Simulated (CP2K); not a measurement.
Consider 2-borylthiazole at its PBE geometry (Å).

```xyz
10

B     2.1854    0.1329   -0.0502
C     0.6652    0.0313   -0.0134
N    -0.0726   -1.0832    0.0135
C    -1.3991   -0.8078    0.0384
C    -1.7359    0.5417    0.0326
S    -0.3304    1.4855   -0.0074
H     2.7019    1.2120   -0.0780
H     2.8365   -0.8680   -0.0502
H    -2.1207   -1.6226    0.0626
H    -2.7304    0.9781    0.0520
```

Method: CP2K XAS_TDP, all-electron GAPW, PBEh(45%), aug-cc-pVDZ, TDA, GW2X-corrected core level, no relativity.

**Question.** Predict the bright core excitations at the C K edge.

Leading lines: C2 286.12 eV, C4 287.88 eV and C5 286.39 eV. The leading line of an atom is its first one with 35 % of the strongest within 2.5 eV of its lowest line over the strength cut. Core ionisation energies at this level: C4 292.82, C5 292.58 and C2 292.40 eV.

The first six lines of each atom with a strength over 0.0015:

| atom | energy (eV) | states | strength, one atom | above the computed threshold |
| --- | --- | --- | --- | --- |
| C2 (bonded to B, N and S) | 286.12 | 1 | 0.0286 |  |
|  | 288.85 | 1 | 0.0274 |  |
|  | 289.19 | 1 | 0.0422 |  |
|  | 290.74 | 1 | 0.0026 |  |
|  | 291.51 | 1 | 0.0027 |  |
|  | 291.82 | 1 | 0.0019 |  |
| C4 (bonded to C, N and H) | 287.88 | 1 | 0.0444 |  |
|  | 288.18 | 1 | 0.0121 |  |
|  | 290.82 | 1 | 0.0115 |  |
|  | 291.19 | 1 | 0.0067 |  |
|  | 291.88 | 2 | 0.0058 |  |
|  | 292.43 | 1 | 0.0028 |  |
| C5 (bonded to C, S and H) | 286.39 | 1 | 0.0466 |  |
|  | 289.60 | 1 | 0.0061 |  |
|  | 289.81 | 1 | 0.0279 |  |
|  | 290.39 | 1 | 0.0156 |  |
|  | 291.45 | 1 | 0.0026 |  |
|  | 291.63 | 1 | 0.0049 |  |

Lines are vertical, at one geometry, with no vibrational structure. GW2X ionisation energies and lines can be off by 1 to 2 eV either way, and a good line position may hide errors that cancel. These values hold no scalar relativity, about 0.1 eV for C 1s. Rydberg lines, and the discretised continuum above threshold, depend on the basis and the box.

[Banner, clock and machine lines of the logs are left out without a mark of their own.]

[Logs are printed without paths, hosts, clocks, repeated set-up lines and the standing remarks that a program may print on its own settings, such as how far it seeks lower states.]

[Hosts, paths, dates, database ids (printed as entryN), source tags and the programs' standing remarks are cut or masked in the printed files.]
